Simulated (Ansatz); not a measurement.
# A convergence test on YPO4 (I4_1/amd): k mesh of the hybrid

Aim: see how gap, energy and time of YPO4 (I4_1/amd) follow the k mesh of the hybrid.

Main program and level: Ansatz 0.2.0; DFT, HSE06, plane waves, PAW.

### 1. Set-up

The structure is tetragonal, space group I4_1/amd (No. 141). Conventional cell: a = 6.895 Å, b = 6.895 Å, c = 6.028 Å, α = 90.00°, β = 90.00°, γ = 90.00°. Nearest to Y lie 8 O at 2.31 to 2.38 Å. Nearest to P lie 4 O at 1.54 Å. Nearest to O lie 1 P at 1.54 Å and 2 Y at 2.31 to 2.38 Å. Farther neighbours, and contacts between anions beyond the nearest, are not listed.

The cell and positions come from the Crystallography Open Database and are kept as given unless a step says otherwise. The default PAW set here is soft_2. Its files were made with PBE.

### 2. k mesh of the hybrid: 2×2×2

Input file input.yaml:

```yaml
crystal:
  lattice:
    - [-3.44735, 3.44735, 3.0138]
    - [3.44735, -3.44735, 3.0138]
    - [3.44735, 3.44735, -3.0138]
  atoms:
    - { symbol: "Y", position: [0.75, 0.25, 0.5] }
    - { symbol: "Y", position: [0.0, 0.0, 0.0] }
    - { symbol: P, position: [0.5, 0.5, 0.0] }
    - { symbol: P, position: [0.25, 0.75, 0.5] }
    - { symbol: O, position: [0.1661, 0.3408, 0.8253] }
    - { symbol: O, position: [0.0908, 0.7655, 0.6747] }
    - { symbol: O, position: [0.5155, 0.3408, 0.1747] }
    - { symbol: O, position: [0.0908, 0.4161, 0.3253] }
    - { symbol: O, position: [0.5839, 0.9092, 0.6747] }
    - { symbol: O, position: [0.6592, 0.8339, 0.1747] }
    - { symbol: O, position: [0.2345, 0.9092, 0.3253] }
    - { symbol: O, position: [0.6592, 0.4845, 0.8253] }
kpoints:
  mp_grid: { grid: [2, 2, 2] }
  band_path:
    path:
      - [0.0, 0.0, 0.0]
      - [0.0, 0.0, 0.5]
      - [-0.5, 0.5, 0.5]
      - [0.44107247, 0.44107247, -0.44107247]
      - [-0.44107247, 0.55892753, 0.44107247]
      - [0.25, 0.25, 0.25]
      - [0.0, 0.5, 0.0]
      - [0.0, 0.0, 0.35]
      - [0.0, 0.0, 0.1666666667]
    npoints: 1
hamiltonian:
  xc: hse06
scf:
  occupations: { method: fixed }
  n_extra_bands: 8
output:
  eigenvalues: true
```

Run with:

```console
ansatz run input.yaml --threads 24 --pin off --max-ram 82944MiB --backend cuda --events-out ev --progress --plain --runs-dir out --devices 1 --max-vram 78GiB
```

Output:

```text
scf.n_extra_bands = 8 over 40 filled bands (N_el = 80.0): the run solves 48 bands
exact exchange: scf.exx.singularity resolves to wigner_seitz, which cuts the screened interaction at the faces of the exchange supercell's Wigner-Seitz cell, so that each pair interacts once, at the shortest of its separations (the periodic images that this leaves out come, for a point-like exchange hole, to about 0.002 eV on a filled level). The cut falls within the interaction's reach, and what an exchange supercel [...]
GPUs: using 1 of 1 available (devices: 1).
Engine: ansatz 0.2.0, aarch64-unknown-linux-gnu
Pseudopotentials: kind: paw
Pseudopotential: Y, paw, valence charge 11, recommended cutoff 420 eV (normal), Y.paw.azcp
Pseudopotential: P, paw, valence charge 5, recommended cutoff 420 eV (normal), P.paw.azcp
Pseudopotential: O, paw, valence charge 6, recommended cutoff 420 eV (normal), O.paw.azcp
Functional definition: HSE06
  parameter a = 0.25
  parameter omega = 0.11/bohr
  exchange = pbe_x - a*pbe_x_sr(omega) + a*exact_x_sr(omega)
  correlation = pbe_c
davidson cushion auto → on  (no smearing: the cushion is to keep the highest requested band from converging to the state above it; pin scf.eigensolver.cushion to override)
[...]
Crystal: 12 atoms, lattice volume = 143.267 Å³
Basis set: ecut = 420 eV, 2783 PW (Γ)
Bands: 48, of which v1, the nominal top of the filled ones, is band 40 counted from 1 (39 counted from 0)
Symmetry: 16 space group operations
Space group: I41/amd (ITA 141), of the structure as read, at distance tolerance 5.2e-5 Å
k-points: 4 of 8
Non-local potential: Y, projectors of the file, l = 0: 3, l = 1: 2, l = 2: 2, l = 3: 1
Non-local potential: P, projectors of the file, l = 0: 2, l = 1: 2, l = 2: 2
Non-local potential: O, projectors of the file, l = 0: 2, l = 1: 2, l = 2: 1
PAW form: soft (Blöchl's): semilocal exchange-correlation on the pseudo side does not see the compensation charge
PAW frozen core: Y, regenerated for the run's functional, and the local potential with it (the file was generated under x = pbe(κ = 0.804, μ = 0.219515), c = pbe(β = 0.066725))
PAW frozen core: P, regenerated for the run's functional, and the local potential with it (the file was generated under x = pbe(κ = 0.804, μ = 0.219515), c = pbe(β = 0.066725))
PAW frozen core: O, regenerated for the run's functional, and the local potential with it (the file was generated under x = pbe(κ = 0.804, μ = 0.219515), c = pbe(β = 0.066725))
PAW one-centre angular grid: Y, 590 points (default); XC on 64 Gauss nodes
PAW one-centre angular grid: P, 110 points (default); XC on 64 Gauss nodes
PAW one-centre angular grid: O, 110 points (default); XC on 96 Gauss nodes
Initial density: superposition of atomic densities (neutral atoms: chi_scale 0, normalization atom), corrected by the library's trained network
Initial wavefunctions: pseudopotential atomic-orbital guess
[...]
Functional: x = pbe(κ = 0.804, μ = 0.219515), c = pbe(β = 0.066725), warm-up for x = pbe(κ = 0.804, μ = 0.219515) + 0.25 (exact − pbe) at short range (hse, ω = 0.207870 Å⁻¹), c = pbe(β = 0.066725); HSE06 as pw.x's `hse` composes it (authors' and Libxc's form: `xc: wpbeh`)
SCF iter   1: F=—  HF=-13764.569622 eV  |F-HF|=—  |Δ(HF+E_count)|=         —  Δρ=1.94e-3  dr2=3.84e-3  ethr=1.77e-3  ⟨swp⟩=6.2  Hψ=926  notcnv=0
preconditioner: auto → none  [insulator: Δε(μ)=6.089 eV  Ē_g=16.152 eV  n_scr=42 (ndim 8)  ℏωp=27.0 eV  f_vac=0.038]
SCF iter   2: F=-13764.575379 eV  HF=-13764.575050 eV  |F-HF|=3.29e-4  |Δ(HF+E_count)|=   5.43e-3  Δρ=1.17e-3  dr2=9.93e-4  ethr=4.80e-6  ⟨swp⟩=5.8  Hψ=755  notcnv=0
SCF 1 stopped early in 2 iterations: F = -13764.575379 eV  dr2 = 9.93e-4
  greatest PAW one-centre occupation: 0.993 electrons in one spin orbital (limit 2), on the Y atom at site 1 (counted from 0), in its partial waves of l = 0
[...]
Exchange kernel: α = 0.2500, screened, ω = 0.2079 Å⁻¹, Wigner–Seitz truncation, v(0) = 939.5119 eV·Å³, q-mesh 2×2×2, nearest image of the exchange supercell L = 11.46 Å, pair-density grid 24×24×24, without the augmentation charges, whose exchange is taken in its separable form by FFT convolution over the k-point mesh (sized by the pseudopotential files, 32×36×36 at the most), smooth part of the exact exchange by density-matrix convolution in up to 1011.1 MiB of GPU memory as planned if the GPU has room (build and FFT work areas not counted)
Frozen-core exchange: fock
SCF iter   1: F=—  HF=-13770.102756 eV  |F-HF|=—  |Δ(HF+E_count)|=         —  Δρ=8.27e-3  dr2=9.34e-2  ethr=1.24e-5  ⟨swp⟩=6.5  Hψ=926  notcnv=0
preconditioner: auto → none  [insulator: Δε(μ)=8.099 eV  Ē_g=18.715 eV  n_scr=42 (ndim 8)  ℏωp=27.0 eV  f_vac=0.039]
SCF iter   2: F=—  HF=-13770.069632 eV  |F-HF|=—  |Δ(HF+E_count)|=   3.31e-2  Δρ=4.78e-3  dr2=1.30e-2  ethr=1.24e-5  ⟨swp⟩=4.2  Hψ=683  notcnv=0
[...]
SCF iter   6: F=-13770.098839 eV  HF=-13770.098857 eV  |F-HF|=1.80e-5  |Δ(HF+E_count)|=   6.23e-5  Δρ=1.21e-4  dr2=2.34e-5  ethr=1.65e-7  ⟨swp⟩=4.0  Hψ=612  notcnv=0
SCF 2 stopped early in 6 iterations: F = -13770.098839 eV  dr2 = 2.34e-5
  greatest PAW one-centre occupation: 0.995 electrons in one spin orbital (limit 2), on the Y atom at site 1 (counted from 0), in its partial waves of l = 0
hybrid outer 1: dexx = +3.840e-2 eV, tail = 9.20e-5 eV
[...]
Exchange kernel: α = 0.2500, screened, ω = 0.2079 Å⁻¹, Wigner–Seitz truncation, v(0) = 939.5119 eV·Å³, q-mesh 2×2×2, nearest image of the exchange supercell L = 11.46 Å, pair-density grid 24×24×24, without the augmentation charges, whose exchange is taken in its separable form by FFT convolution over the k-point mesh (sized by the pseudopotential files, 32×36×36 at the most), smooth part of the exact exchange by density-matrix convolution in up to 1011.1 MiB of GPU memory as planned if the GPU has room (build and FFT work areas not counted)
Frozen-core exchange: fock
SCF iter   1: F=—  HF=-13770.099039 eV  |F-HF|=—  |Δ(HF+E_count)|=         —  Δρ=7.17e-5  dr2=2.85e-6  ethr=5.75e-7  ⟨swp⟩=3.2  Hψ=444  notcnv=0
[...]
SCF iter   2: F=—  HF=-13770.099040 eV  |F-HF|=—  |Δ(HF+E_count)|=   8.41e-7  Δρ=3.28e-5  dr2=1.00e-6  ethr=3.22e-9  ⟨swp⟩=4.2  Hψ=677  notcnv=0
iter 3 solved again at ethr=3.41e-11 eV; its pass at ethr=9.17e-10 eV (dr2=2.73e-8 eV) is discarded
SCF iter   3: F=—  HF=-13770.099040 eV  |F-HF|=—  |Δ(HF+E_count)|=   2.36e-7  Δρ=7.94e-6  dr2=2.14e-7  ethr=3.41e-11  ⟨swp⟩=3.0  Hψ=960  notcnv=0
SCF iter   4: F=—  HF=-13770.099042 eV  |F-HF|=—  |Δ(HF+E_count)|=   2.10e-6  Δρ=2.05e-5  dr2=5.35e-7  ethr=3.33e-11  ⟨swp⟩=6.5  Hψ=838  notcnv=0  defer=2
SCF iter   5: F=-13770.099042 eV  HF=-13770.099042 eV  |F-HF|=1.69e-8  |Δ(HF+E_count)|=   1.77e-7  Δρ=4.18e-6  dr2=2.36e-8  ethr=3.33e-11  ⟨swp⟩=4.0  Hψ=729  notcnv=0
SCF 3 converged in 5 iterations: F = -13770.099042 eV  dr2 = 2.36e-8
hybrid outer 2: dexx = +2.360e-6 eV, tail = 6.42e-8 eV, Δε = 1.61e-3 eV (about 5.01e-5 eV left of the loop's levels)
[...]
NSCF: frozen V_eff on 9 k-points
hybrid SCF converged: 2 outer / 11 inner (+2 warm-up), last move |dexx| = 2.36e-6 eV, tail = 6.42e-8 eV
Stability not checked: this state was not tested for a lower state beside it, because the functional holds exact exchange (a hybrid, or Hartree-Fock), whose exchange loop this test does not read (fock_operator; see scf.lower_state_search)
Free energy (F): -13770.099042 eV
Frozen-core exchange: fock
Harris-Foulkes:  -13770.099042 eV  (|F-HF|=1.69e-8)
Internal energy: -13770.099042 eV  (E = F + TS)
E sigma→0 (E₀):  -13770.099042 eV
Fermi energy:    5.523588 eV
--- Per-component energies (eV) ---
  E_band       = -445.660346
  E_kinetic    = 2200.736930
  E_local      = -4253.931891  (includes V_loc(G=0)·N_el)
  E_nonlocal   = 533.454818
  E_hartree    = 1464.298593
  E_xc         = -859.388065
  E_vxc        = -1024.973753  (∫ρ·V_xc dr)
  E_exx        = -231.042606  (= α·E_x^exact, valence–valence)
  E_paw        = -8045.219690  (= ΣΔE_a)
  E_vpaw       = -367.472407  (= ΣTr[D̂ρ^β])
  E_aug_tail   = 0.020078  (compensation charges beyond the density's cutoff)
  E_ewald      = -4577.901437
  E_core_change = -1.125773  (= ΣΔE_core)
  E_smearing   = -0.000000  (= −TS)
  E_closure    = 0.000000  (closes the sum)
  Σ components = -13770.099042   (vs F -13770.099042, Δ=0.00e0)
--- Band table (eV) ---
  k-point 0: bands = [... 36 lower, 4.9855, 5.0219, 5.0219, 5.5236, 13.5769, 13.6158, 14.5239, 14.7292, ... 4 higher]
  k-point 1: bands = [... 36 lower, 4.7595, 4.7595, 5.0439, 5.0439, 13.4672, 13.4672, 14.5354, 14.5354, ... 4 higher]
  k-point 2: bands = [... 36 lower, 4.6790, 4.7281, 5.3154, 5.3905, 13.7552, 13.9654, 14.4419, 14.5957, ... 4 higher]
  k-point 3: bands = [... 36 lower, 4.4873, 4.4873, 4.8218, 4.8218, 14.2259, 14.2259, 14.7818, 14.7818, ... 4 higher]
```

Wall time 3.5 s (1 × NVIDIA GB200 (shared by 2 runs) with 24 threads of Arm Neoverse V2, shared host); peak memory 1.3 GiB; 18 s of CPU time.

This step gave:

```yaml
gap: 7.828 eV
valence_top_at: Γ
conduction_bottom_at: k = (0.000, 0.000, 0.350)
least_direct_gap: 8.048 eV
exact_exchange_fraction: 0.25
```

The gap is indirect, with the least direct gap 0.22 eV higher.

### 3. k mesh of the hybrid: 4×4×4

input.yaml, as its differences from that of step 2:

```diff
@@ -19,3 +19,3 @@
 kpoints:
-  mp_grid: { grid: [2, 2, 2] }
+  mp_grid: { grid: [4, 4, 4] }
   band_path:
```

Output:

```text
[...]
GPUs: using 1 of 1 available (devices: 1).
[...]
Crystal: 12 atoms, lattice volume = 143.267 Å³
Basis set: ecut = 420 eV, 2783 PW (Γ)
Bands: 48, of which v1, the nominal top of the filled ones, is band 40 counted from 1 (39 counted from 0)
[... 1 set-up line as in the run before ...]
[...]
k-points: 13 of 64
[...]
Fermi energy:    5.522927 eV
[...]
--- Band table (eV; the first three rows and the last of 13) ---
  k-point 0: bands = [... 36 lower, 4.9847, 5.0206, 5.0206, 5.5229, 13.5732, 13.6153, 14.5245, 14.7287, ... 4 higher]
  k-point 1: bands = [... 36 lower, 4.9397, 4.9666, 4.9897, 5.3338, 13.3941, 13.9797, 14.2326, 14.5673, ... 4 higher]
  k-point 2: bands = [... 36 lower, 4.7580, 4.7580, 5.0422, 5.0422, 13.4669, 13.4669, 14.5354, 14.5354, ... 4 higher]
  k-point 12: bands = [... 36 lower, 4.4844, 4.4844, 4.8195, 4.8195, 14.2270, 14.2270, 14.7811, 14.7811, ... 4 higher]
[key lines of the parts left out:]
Free energy (F): -13770.114367 eV
```

It took 8.2 s on 1 × NVIDIA GB200 (shared by 2 runs) with 24 threads; peak memory 1.4 GiB; 85 s of CPU time.

This step gave:

- gap: 7.829 eV
- valence top at: Γ
- conduction bottom at: k = (0.000, 0.000, 0.350)
- least direct gap: 8.049 eV

The gap is 7.829 eV, as in the run before at this level.

### 4. The series

Differences are against the last row; a negative gap means that bands overlap, and a run with a band path holds that path's time. Times are wall times on 1 × NVIDIA GB200 (shared by 2 runs) with 24 threads of Arm Neoverse V2, shared host, good to a factor of about two.

| k mesh of the hybrid | gap (eV) | direct gap (eV) | gap error (eV) | energy error (meV/atom) | irreducible k | time |
| --- | --- | --- | --- | --- | --- | --- |
| 2×2×2 | 7.828 | 8.048 | −0.0004 | +1.3 | 4 | 3.5 s |
| 4×4×4 | 7.829 | 8.049 | +0.000 | +0.0 | 13 | 8.2 s |

### 5. Results

* 2×2×2: 7.828 eV
* 4×4×4: 7.829 eV

In words: The gap holds to 0.02 eV from 2×2×2 on, the cheapest setting tried. At 2×2×2 the gap is off by −0.0004 eV and the energy by +1 meV/atom. The gap is read over the mesh and added points near the edges, so meshes differ mainly through the density and, for a hybrid, the exchange operator.

[Long decimals in the printed logs are rounded to 6 places.]

[Logs are printed without paths, hosts, clocks, repeated set-up lines and the standing remarks that a program may print on its own settings, such as how far it seeks lower states.]

[Paths, hosts, dates, memory and timing lines, banners, echoed tables and standing remarks are left out of the program output; an Ansatz launch command may be rebuilt from the run's recorded settings. Measured values are a selection of at most five: reports struck by readers or far from the other reports are left out. None is set beside runs whose start may be inverted or whose files or cutoffs have a known fault.]

[Runs of the session that timed out or met a known fault of the program may be left out.]

[Cells called generated may have been cut or substituted from an entry of the Crystallography Open Database or the Materials Project.]

[Hosts, paths, dates, database ids (printed as entryN), source tags and the programs' standing remarks are cut or masked in the printed files.]

[Where the starting crystal was built by hand or by swapping elements, it need not be the compound's stable phase.]
